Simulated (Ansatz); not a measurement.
# Sc (P6_3/mmc, 2 atoms in the cell) under biaxial strain in the (0001) plane, that of a and b

Wanted: the shifts of the zone-centre modes of Sc (P6_3/mmc, 2 atoms in the cell) with strain.

Main program and level: Ansatz 0.2.0; DFT LDA, scalar-relativistic, plane waves, PAW; PAW set soft_1.

## 1. The starting structure

The structure is hexagonal, space group P6_3/mmc (No. 194). Conventional cell: a = 3.309 Å, b = 3.309 Å, c = 5.273 Å, α = 90.00°, β = 90.00°, γ = 120.00°. Sc has 12 Sc at 3.26 to 3.31 Å nearest.

## 2. Bringing the structure to rest

Harmonic phonons are second derivatives at a point where the forces vanish, and they are wanted at zero stress, so atoms and cell are relaxed first.

input.yaml

```yaml
crystal:
  lattice:
    - [3.309, 0.0, 0.0]
    - [-1.6545, 2.8656780611, 0.0]
    - [0.0, 0.0, 5.2733]
  atoms:
    - { symbol: Sc, position: [0.33333333, 0.66666667, 0.25] }
    - { symbol: Sc, position: [0.66666667, 0.33333333, 0.75] }
kpoints:
  mp_grid: { grid: [15, 15, 8] }
hamiltonian:
  xc: lda
  pseudopotentials: { kind: paw, azcp: { folder: soft_1 }, xc_functional: pbe }
scf:
  occupations: { method: gaussian, width: 0.1 }
output:
  forces: true
  stress: true
  eigenvalues: true
relax:
  adjacent_minimum: "off"
  f_tol: 0.005
  max_steps: 80
  cell: { stress_tol: 0.05 }
```

Run with:

```sh
ansatz run input.yaml --threads 4 --pin off --max-ram 10240MiB --backend cpu --events-out ev --progress --plain --runs-dir out
```

Numbers of over 12 decimals in the logs are rounded to 6 here.

Output:

```text
Engine: ansatz 0.2.0, x86_64-unknown-linux-gnu
Pseudopotentials: kind: paw
Pseudopotential: Sc, paw, valence charge 11, recommended cutoff 420 eV (normal), soft_1/Sc.paw.azcp
Functional definition: SPW92
  exchange = slater_x
  correlation = pw_c
Crystal: 2 atoms, lattice volume = 50.004 Å³
Basis set: ecut = 420 eV, 989 PW (Γ)
Bands: 15, of which v1, the nominal top of the filled ones, is band 11 counted from 1 (10 counted from 0)
Symmetry: 24 space group operations
Space group: P63/mmc (ITA 194), of the structure as read, at distance tolerance 3.7e-5 Å
k-points: 135 of 1800
Non-local potential: Sc, projectors of the file, l = 0: 3, l = 1: 2, l = 2: 3, l = 3: 1
PAW form: soft (Blöchl's): semilocal exchange-correlation on the pseudo side does not see the compensation charge
PAW frozen core: Sc, regenerated for the run's functional, and the local potential with it (the file was generated under x = pbe(κ = 0.804, μ = 0.219515), c = pbe(β = 0.066725))
PAW one-centre angular grid: Sc, 590 points (default); XC on 64 Gauss nodes
Initial density: superposition of atomic densities (chi_scale 0.1, normalization cell)
Initial wavefunctions: pseudopotential atomic-orbital guess
Functional: x = slater, c = lda
SCF iter   1: F=—  HF=-4178.073295 eV  |F-HF|=—  |Δ(HF+E_count)|=         —  Δρ=2.39e-2  dr2=3.69e-1  ethr=3.10e-3  ⟨swp⟩=3.1  Hψ=7799  notcnv=0
preconditioner: auto → none  [metal: Δε(μ)=0.014 eV  Ē_g=2.587 eV  σ=0.100 eV  W_gap=0.08  n_scr=8 (ndim 8)  ℏωp=12.9 eV  f_vac=0.000  D(μ)=4.39/eV (n_scr^D=54)  sad-step TF]
SCF iter   2: F=—  HF=-4177.983637 eV  |F-HF|=—  |Δ(HF+E_count)|=   8.97e-2  Δρ=1.33e-2  dr2=1.27e-1  ethr=1.68e-3  ⟨swp⟩=2.0  Hψ=3576  notcnv=0  defer=10
SCF iter   3: F=—  HF=-4177.940897 eV  |F-HF|=—  |Δ(HF+E_count)|=   4.27e-2  Δρ=8.75e-4  dr2=2.49e-4  ethr=5.75e-4  ⟨swp⟩=3.0  Hψ=3758  notcnv=0  defer=10
SCF iter   4: F=—  HF=-4177.941144 eV  |F-HF|=—  |Δ(HF+E_count)|=   2.48e-4  Δρ=6.45e-5  dr2=1.15e-6  ethr=1.13e-6  ⟨swp⟩=2.5  Hψ=3450  notcnv=0  defer=10
SCF iter   5: F=—  HF=-4177.941146 eV  |F-HF|=—  |Δ(HF+E_count)|=   2.04e-6  Δρ=1.33e-5  dr2=7.40e-8  ethr=5.22e-9  ⟨swp⟩=1.9  Hψ=2527  notcnv=0  defer=10
SCF iter   6: F=-4177.941146 eV  HF=-4177.941146 eV  |F-HF|=2.27e-10  |Δ(HF+E_count)|=   2.68e-8  Δρ=1.09e-6  dr2=5.45e-10  ethr=3.36e-10  ⟨swp⟩=2.3  Hψ=7531  notcnv=0
SCF 1 converged in 6 iterations: F = -4177.941146 eV  dr2 = 5.45e-10
  greatest PAW one-centre occupation: 0.998 electrons in one spin orbital (limit 2), on the Sc atom at site 1 (counted from 0), in its partial waves of l = 0
relax step   1: F+E_penalty+E_count = -4177.94114635 eV  Δ(F+E_penalty+E_count) = +0.000e0 eV  max|allowed force component| = 7.864e-17 eV/Å  Δτ_max = 0.0000 Å  P = -5.350 GPa  Ω = 50.004 Å³  (6 SCF iters, dr2 threshold 1.00e-7 eV, accepted)
Crystal: 2 atoms, lattice volume = 44.662 Å³
Basis set: ecut = 420 eV, 881 PW (Γ)
Initial density: handed on by an earlier stage of this run
Initial wavefunctions: those handed on with the density
iter 1 solved again at ethr=4.42e-6 eV; its pass at ethr=3.10e-3 eV (dr2=9.72e-4 eV) is discarded
SCF iter   1: F=—  HF=-4178.036123 eV  |F-HF|=—  |Δ(HF+E_count)|=         —  Δρ=1.63e-3  dr2=9.91e-4  ethr=4.42e-6  ⟨swp⟩=2.3  Hψ=14575  notcnv=0
preconditioner: auto → none  [metal: Δε(μ)=0.023 eV  Ē_g=2.606 eV  σ=0.100 eV  W_gap=0.13  n_scr=8 (ndim 8)  ℏωp=13.6 eV  f_vac=0.000  D(μ)=3.50/eV (n_scr^D=36)]
SCF iter   2: F=—  HF=-4178.035775 eV  |F-HF|=—  |Δ(HF+E_count)|=   3.48e-4  Δρ=5.79e-4  dr2=7.26e-5  ethr=4.42e-6  ⟨swp⟩=2.9  Hψ=3548  notcnv=0
SCF iter   3: F=—  HF=-4178.035758 eV  |F-HF|=—  |Δ(HF+E_count)|=   1.70e-5  Δρ=1.48e-4  dr2=4.03e-6  ethr=3.30e-7  ⟨swp⟩=1.9  Hψ=2363  notcnv=0
iter 4 did not close the SCF: its close was put off for the readings that it lacked (scf_convergence_deferred on its scf_iter line)
SCF iter   4: F=-4178.035760 eV  HF=-4178.035760 eV  |F-HF|=1.57e-8  |Δ(HF+E_count)|=   2.52e-6  Δρ=1.51e-5  dr2=8.52e-8  ethr=1.83e-8  ⟨swp⟩=2.0  Hψ=2387  notcnv=0
iter 5 did not close the SCF: its close was put off for the readings that it lacked (scf_convergence_deferred on its scf_iter line)
SCF iter   5: F=-4178.035760 eV  HF=-4178.035760 eV  |F-HF|=3.77e-10  |Δ(HF+E_count)|=   3.05e-8  Δρ=1.63e-6  dr2=9.25e-10  ethr=3.87e-10  ⟨swp⟩=2.0  Hψ=2421  notcnv=0
SCF iter   6: F=-4178.035760 eV  HF=-4178.035760 eV  |F-HF|=8.19e-12  |Δ(HF+E_count)|=  1.92e-10  Δρ=1.68e-7  dr2=6.92e-12  ethr=4.21e-12  ⟨swp⟩=1.0  Hψ=6136  notcnv=0
SCF 2 converged in 6 iterations: F = -4178.035760 eV  dr2 = 6.92e-12
relax step   2: F+E_penalty+E_count = -4178.03576012 eV  Δ(F+E_penalty+E_count) = -9.461e-2 eV  max|allowed force component| = 1.943e-16 eV/Å  Δτ_max = 0.0000 Å  P = +0.544 GPa  Ω = 44.662 Å³  energy of the carried Pulay correction = +3.095e-4 eV  (6 SCF iters, dr2 threshold 2.00e-7 eV, accepted)
Crystal: 2 atoms, lattice volume = 45.041 Å³
iter 1 solved again at ethr=1.53e-7 eV; its pass at ethr=3.10e-3 eV (dr2=3.36e-5 eV) is discarded
SCF iter   1: F=—  HF=-4178.037740 eV  |F-HF|=—  |Δ(HF+E_count)|=         —  Δρ=2.99e-4  dr2=3.26e-5  ethr=1.53e-7  ⟨swp⟩=2.0  Hψ=14499  notcnv=0
preconditioner: auto → none  [metal: Δε(μ)=0.009 eV  Ē_g=2.585 eV  σ=0.100 eV  W_gap=0.05  n_scr=8 (ndim 8)  ℏωp=13.6 eV  f_vac=0.000  D(μ)=3.47/eV (n_scr^D=34)]
SCF iter   2: F=—  HF=-4178.037733 eV  |F-HF|=—  |Δ(HF+E_count)|=   6.75e-6  Δρ=1.23e-4  dr2=4.04e-6  ethr=1.48e-7  ⟨swp⟩=1.9  Hψ=2271  notcnv=0
iter 3 did not close the SCF: its close was put off for the readings that it lacked (scf_convergence_deferred on its scf_iter line)
SCF iter   3: F=-4178.037733 eV  HF=-4178.037733 eV  |F-HF|=2.65e-8  |Δ(HF+E_count)|=  8.73e-11  Δρ=2.42e-5  dr2=1.33e-7  ethr=1.84e-8  ⟨swp⟩=1.8  Hψ=2235  notcnv=0
iter 4 did not close the SCF: its close was put off for the readings that it lacked (scf_convergence_deferred on its scf_iter line)
SCF iter   4: F=-4178.037733 eV  HF=-4178.037733 eV  |F-HF|=1.88e-9  |Δ(HF+E_count)|=   3.48e-8  Δρ=3.69e-6  dr2=5.00e-9  ethr=6.04e-10  ⟨swp⟩=2.0  Hψ=2528  notcnv=0
iter 5 did not close the SCF: its close was put off for the readings that it lacked (scf_convergence_deferred on its scf_iter line)
SCF iter   5: F=-4178.037733 eV  HF=-4178.037733 eV  |F-HF|=1.00e-11  |Δ(HF+E_count)|=  4.42e-10  Δρ=2.10e-7  dr2=1.29e-11  ethr=2.27e-11  ⟨swp⟩=2.8  Hψ=3607  notcnv=0
SCF iter   6: F=-4178.037733 eV  HF=-4178.037733 eV  |F-HF|=9.09e-13  |Δ(HF+E_count)|=  7.28e-12  Δρ=3.49e-8  dr2=2.38e-13  ethr=1.00e-12  ⟨swp⟩=1.0  Hψ=4616  notcnv=0
SCF 3 converged in 6 iterations: F = -4178.037733 eV  dr2 = 2.38e-13
relax step   3: F+E_penalty+E_count = -4178.03773315 eV  Δ(F+E_penalty+E_count) = -1.973e-3 eV  max|allowed force component| = 2.498e-16 eV/Å  Δτ_max = 0.0000 Å  P = -0.007 GPa  Ω = 45.041 Å³  energy of the carried Pulay correction = +2.864e-4 eV  (6 SCF iters, dr2 threshold 2.00e-7 eV, accepted)
[...]
relax step   4: F+E_penalty+E_count = -4178.03779990 eV  Δ(F+E_penalty+E_count) = -6.674e-5 eV  max|allowed force component| = 1.480e-16 eV/Å  Δτ_max = 0.0000 Å  P = +0.008 GPa  Ω = 45.025 Å³  energy of the carried Pulay correction = +2.874e-4 eV  (7 SCF iters, dr2 threshold 7.01e-8 eV, accepted)
Initial wavefunctions: pseudopotential atomic-orbital guess (no wavefunctions were taken with the density)
iter 1 solved again at ethr=6.97e-10 eV; its pass at ethr=3.10e-3 eV (dr2=1.53e-7 eV) is discarded
SCF iter   1: F=—  HF=-4178.037580 eV  |F-HF|=—  |Δ(HF+E_count)|=         —  Δρ=6.15e-5  dr2=2.17e-7  ethr=6.97e-10  ⟨swp⟩=3.0  Hψ=14189  notcnv=0
preconditioner: auto → none  [metal: Δε(μ)=0.011 eV  Ē_g=2.587 eV  σ=0.100 eV  W_gap=0.06  n_scr=8 (ndim 8)  ℏωp=13.6 eV  f_vac=0.000  D(μ)=3.45/eV (n_scr^D=34)]
SCF iter   2: F=—  HF=-4178.037580 eV  |F-HF|=—  |Δ(HF+E_count)|=   5.19e-8  Δρ=3.03e-5  dr2=5.31e-8  ethr=6.97e-10  ⟨swp⟩=2.0  Hψ=3423  notcnv=0
SCF iter   3: F=—  HF=-4178.037580 eV  |F-HF|=—  |Δ(HF+E_count)|=   2.64e-8  Δρ=2.14e-6  dr2=1.26e-9  ethr=2.41e-10  ⟨swp⟩=1.4  Hψ=2216  notcnv=0
iter 4 did not close the SCF: its close was put off for the readings that it lacked (scf_convergence_deferred on its scf_iter line)
SCF iter   4: F=-4178.037580 eV  HF=-4178.037580 eV  |F-HF|=9.09e-13  |Δ(HF+E_count)|=  3.80e-10  Δρ=3.61e-7  dr2=1.67e-11  ethr=5.73e-12  ⟨swp⟩=2.2  Hψ=3313  notcnv=0
iter 5 did not close the SCF: its close was put off for the readings that it lacked (scf_convergence_deferred on its scf_iter line)
SCF iter   5: F=-4178.037580 eV  HF=-4178.037580 eV  |F-HF|=0.00e0  |Δ(HF+E_count)|=  9.09e-13  Δρ=1.86e-8  dr2=6.19e-14  ethr=1.00e-12  ⟨swp⟩=1.0  Hψ=2025  notcnv=0
iter 6 did not close the SCF: its close was put off for the readings that it lacked (scf_convergence_deferred on its scf_iter line)
SCF iter   6: F=-4178.037580 eV  HF=-4178.037580 eV  |F-HF|=9.09e-13  |Δ(HF+E_count)|=  9.09e-13  Δρ=2.18e-9  dr2=7.00e-16  ethr=1.00e-12  ⟨swp⟩=1.0  Hψ=2025  notcnv=0
iter 7 did not close the SCF: its close was put off for the readings that it lacked (scf_convergence_deferred on its scf_iter line)
SCF iter   7: F=-4178.037580 eV  HF=-4178.037580 eV  |F-HF|=0.00e0  |Δ(HF+E_count)|=  9.09e-13  Δρ=3.62e-10  dr2=2.83e-17  ethr=1.00e-12  ⟨swp⟩=1.0  Hψ=2025  notcnv=0
SCF iter   8: F=-4178.037580 eV  HF=-4178.037580 eV  |F-HF|=0.00e0  |Δ(HF+E_count)|=  9.09e-13  Δρ=1.80e-11  dr2=1.05e-19  ethr=1.00e-12  ⟨swp⟩=1.0  Hψ=4590  notcnv=0
SCF 5 converged in 8 iterations: F = -4178.037580 eV  dr2 = 1.05e-19
relax step   5: F+E_penalty+E_count = -4178.03758029 eV  Δ(F+E_penalty+E_count) = +2.196e-4 eV  max|allowed force component| = 1.573e-16 eV/Å  Δτ_max = 0.0000 Å  P = +0.005 GPa  Ω = 45.025 Å³  stress off target by 8.80e-3 GPa  SCF on the basis re-selected at this cell (its energy is not comparable with the rows above)  (8 SCF iters)
basis re-selected at this cell: Δ(F+E_penalty+E_count) = +2.196e-4 eV, ΔP = -0.003 GPa vs the last step (what re-selecting the basis moved, of the pressure what is left beyond the Pulay correction that the steps carried, after the strain that the cell walked since its last selection, with what the two solves' SCF thresholds leave and, on support functions, any second-order correction that the steps lacked; it is no m [...]
SCF converged after 8 iterations
Free energy (F): -4178.037580 eV
Harris-Foulkes:  -4178.037580 eV  (|F-HF|=0.00e0)
Internal energy: -4178.020321 eV  (E = F + TS)
E sigma→0 (E₀):  -4178.028951 eV
Entropy (-TS):   -0.017259 eV (-8.630 meV/atom)
Fermi energy:    9.895877 eV
--- Per-component energies (eV) ---
  E_band       = -315.106973
  E_kinetic    = 415.786248
  E_local      = -1627.168068  (includes V_loc(G=0)·N_el)
  E_nonlocal   = 293.527015
  E_hartree    = 580.290794
  E_xc         = -169.607710
  E_vxc        = -209.772665  (∫ρ·V_xc dr)
  E_paw        = -1890.061943  (= ΣΔE_a)
  E_vpaw       = -348.061149  (= ΣTr[D̂ρ^β])
  E_aug_tail   = 0.000059  (compensation charges beyond the density's cutoff)
  E_ewald      = -1781.396560
  E_core_change = 0.609846  (= ΣΔE_core)
  E_smearing   = -0.017259  (= −TS)
  E_closure    = 0.000000  (closes the sum)
  Σ components = -4178.037580   (vs F -4178.037580, Δ=0.00e0)
--- Forces (eV/Å), atoms counted from 1 ---
  atom   1  Sc     0.00000000    -0.00000000     0.00000000
  atom   2  Sc    -0.00000000     0.00000000     0.00000000
  max |Σ_I F_I| component: 1.85e-17 eV/Å
--- Stress (GPa, compression-positive) ---
        0.002850      -0.000000       0.000000
       -0.000000       0.002850       0.000000
        0.000000       0.000000       0.008799
  P = ⅓ Tr σ = 0.0048 GPa (0.048 kbar)
--- Band table (eV; the first three rows and the last of 135) ---
  k-point 0: bands = [... 7 lower, -17.3779, 4.6727, 8.1430, 10.9004, 11.5331, 11.5331, 11.8946, 12.0555]
  k-point 1: bands = [... 7 lower, -17.4025, 4.7896, 8.0354, 10.7907, 11.4642, 11.4642, 11.8143, 11.9762]
  k-point 2: bands = [... 7 lower, -17.4359, 5.1307, 7.6715, 10.6480, 11.3702, 11.3702, 11.5905, 11.7885]
  k-point 134: bands = [... 7 lower, -17.4776, 9.4537, 9.4537, 9.7056, 9.7056, 10.2678, 10.2678, 12.4525]
--- Relaxed structure (4 steps of the walk, 4 accepted, 1 SCFs on fresh bases) ---
  F+E_penalty+E_count = -4178.03758029 eV   max|allowed force component| = 1.573e-16 eV/Å   (the final SCF, on the basis selected at the relaxed cell)
  cell:  # Å, volume = 45.0246 Å³
    - [3.229594, 0.0, 0.0]
    - [-1.614797, 2.796911, 0.0]
    - [0.0, 0.0, 4.984519]
  atoms:
    - { symbol: Sc, position: [0.333333, 0.666667, 0.25] }
    - { symbol: Sc, position: [0.666667, 0.333333, 0.75] }
```

Run time: 32 s. Hardware: 4 threads of Intel Xeon at 2.50GHz (Skylake/Cascade Lake), shared host; peak memory 0.43 GiB.

Step by step:

| step | energy less that of the first step (eV) | largest force component (eV/Å) | pressure (GPa) | volume (Å³) |
| --- | --- | --- | --- | --- |
| 1 | 0.0000 | 0.0000 | -5.35 | 50.00 |
| 2 | -0.0946 | 0.0000 | 0.54 | 44.66 |
| 3 | -0.0966 | 0.0000 | -0.01 | 45.04 |
| 4 | -0.0967 | 0.0000 | 0.01 | 45.02 |
| 5* | -0.0964 | 0.0000 | 0.00 | 45.02 |

Relaxation steps marked * repeat the geometry before them on a plane-wave basis chosen anew for their cell, so energy and pressure can jump there.

Forces are held to the 24 operations that the run works with; a distortion that breaks them can't arise in this run.

| conventional cell, symmetrised | before | after | change |
| --- | --- | --- | --- |
| a (Å) | 3.309 | 3.230 | -2.4 % |
| b (Å) | 3.309 | 3.230 | -2.4 % |
| c (Å) | 5.273 | 4.985 | -5.5 % |
| volume (Å³/atom) | 25.00 | 22.51 | -10.0 % |

The relaxed structure:

```xyz
2
Lattice="3.2296 0.0000 0.0000 -1.6148 2.7969 0.0000 0.0000 0.0000 4.9845" Properties=species:S:1:pos:R:3 pbc="T T T"
Sc    0.0000    1.8646    1.2461
Sc    1.6148    0.9323    3.7384
```

Numbers from this step:

| Quantity | Value |
| --- | --- |
| pressure | 0.004833 GPa |
| volume per atom | 22.51 Å³ |
| gap on the k-mesh | 0 eV |

In this step the volume went from 25.00 to 22.51 Å³/atom.

## 3. Relaxation

The relaxation is repeated from its end on the same settings, as a check that it has come to rest.

input.yaml, the sections that differ from step 2:

```yaml
crystal:
  lattice:
    - [3.2295941641, 0.0, 0.0]
    - [-1.6147970821, 2.7969105901, 0.0]
    - [0.0, 0.0, 4.9845188724]
  atoms:
    - { symbol: Sc, position: [0.3333333333, 0.6666666667, 0.25] }
    - { symbol: Sc, position: [0.6666666667, 0.3333333333, 0.75] }
output:
  forces: true
  stress: true
  eigenvalues: true
  write_density: true
  write_potential: true
  elf: true
  volumetric_format: npy
# kpoints, hamiltonian, scf, relax: as in step 2
```

Output:

```text
[...]
Crystal: 2 atoms, lattice volume = 45.025 Å³
Basis set: ecut = 420 eV, 905 PW (Γ)
Bands: 15, of which v1, the nominal top of the filled ones, is band 11 counted from 1 (10 counted from 0)
Symmetry: 24 space group operations
[...]
k-points: 135 of 1800
[...]
k-point 134: bands = [... 7 lower, -17.4776, 9.4537, 9.4537, 9.7056, 9.7056, 10.2678, 10.2678, 12.4525]
--- Relaxed structure (1 steps of the walk, 1 accepted, 1 SCFs on fresh bases) ---
[...]
cell:  # Å, volume = 45.0246 Å³
    - [3.229594, 2.8867515297344792e-11, 0.0]
    - [-1.614797, 2.796911, 0.0]
    - [0.0, 0.0, 4.9845188724]
  atoms:
    - { symbol: Sc, position: [0.333333, 0.666667, 0.250000] }
    - { symbol: Sc, position: [0.666667, 0.333333, 0.75] }
[key lines of the parts left out:]
SCF converged after 7 iterations
Free energy (F): -4178.037580 eV
Fermi energy:    9.895877 eV
P = ⅓ Tr σ = 0.0048 GPa (0.048 kbar)
```

Wall time 13 s (4 threads); peak memory 0.42 GiB; 24 s of CPU time.

Little changed from the start: no atom moved by 0.005 Å and no cell edge by 0.1 %.

In this step the volume went from 22.51 to 22.51 Å³/atom.

## 4. Tight relaxation

Phonons need small forces and stress, so the relaxation is finished with tight tolerances on 15×15×8 k points.

input.yaml, the sections that differ from step 3:

```yaml
crystal:
  lattice:
    - [3.2295941641, 0.0, 0.0]
    - [-1.6147970821, 2.79691059, 0.0]
    - [0.0, 0.0, 4.9845188724]
  atoms:
    - { symbol: Sc, position: [0.3333333333, 0.6666666667, 0.25] }
    - { symbol: Sc, position: [0.6666666667, 0.3333333333, 0.75] }
scf:
  occupations: { method: methfessel_paxton, width: 0.2 }
output:
  forces: true
  stress: true
  eigenvalues: true
relax:
  adjacent_minimum: "off"
  f_tol: 0.001
  max_steps: 60
  cell: { stress_tol: 0.01 }
# kpoints, hamiltonian: as in step 3
```

Output:

```text
[...]
Crystal: 2 atoms, lattice volume = 45.025 Å³
Basis set: ecut = 420 eV, 905 PW (Γ)
Bands: 15, of which v1, the nominal top of the filled ones, is band 11 counted from 1 (10 counted from 0)
Symmetry: 24 space group operations
[...]
k-points: 135 of 1800
[...]
k-point 134: bands = [... 7 lower, -17.4796, 9.4519, 9.4519, 9.7044, 9.7044, 10.2658, 10.2658, 12.4512]
--- Relaxed structure (2 steps of the walk, 2 accepted, 1 SCFs on fresh bases) ---
[...]
cell:  # Å, volume = 45.0279 Å³
    - [3.230449, 2.8875155126782395e-11, 0.0]
    - [-1.615224, 2.797651, 0.0]
    - [0.0, 0.0, 4.982245]
  atoms:
    - { symbol: Sc, position: [0.333333, 0.666667, 0.25] }
    - { symbol: Sc, position: [0.666667, 0.333333, 0.750000] }
[key lines of the parts left out:]
SCF converged after 4 iterations
Free energy (F): -4178.028237 eV
Fermi energy:    9.895562 eV
P = ⅓ Tr σ = -0.0040 GPa (-0.040 kbar)
```

Elapsed: 15 s, on 4 threads; peak memory 0.43 GiB; 30 s of CPU time.

Little changed from the start: no atom moved by 0.005 Å and no cell edge by 0.1 %.

This step gave:

- pressure: -0.004040 GPa

The forces vanish by symmetry and the pressure is -0.004 GPa, within the tolerances set. The cell now holds 22.51 Å³/atom.

(Part 1 of 2 ends here.)

[Logs are printed without paths, hosts, clocks, repeated set-up lines and the standing remarks that a program may print on its own settings, such as how far it seeks lower states.]

[Hosts, paths, dates, database ids (printed as entryN), source tags and the programs' standing remarks are cut or masked in the printed files.]
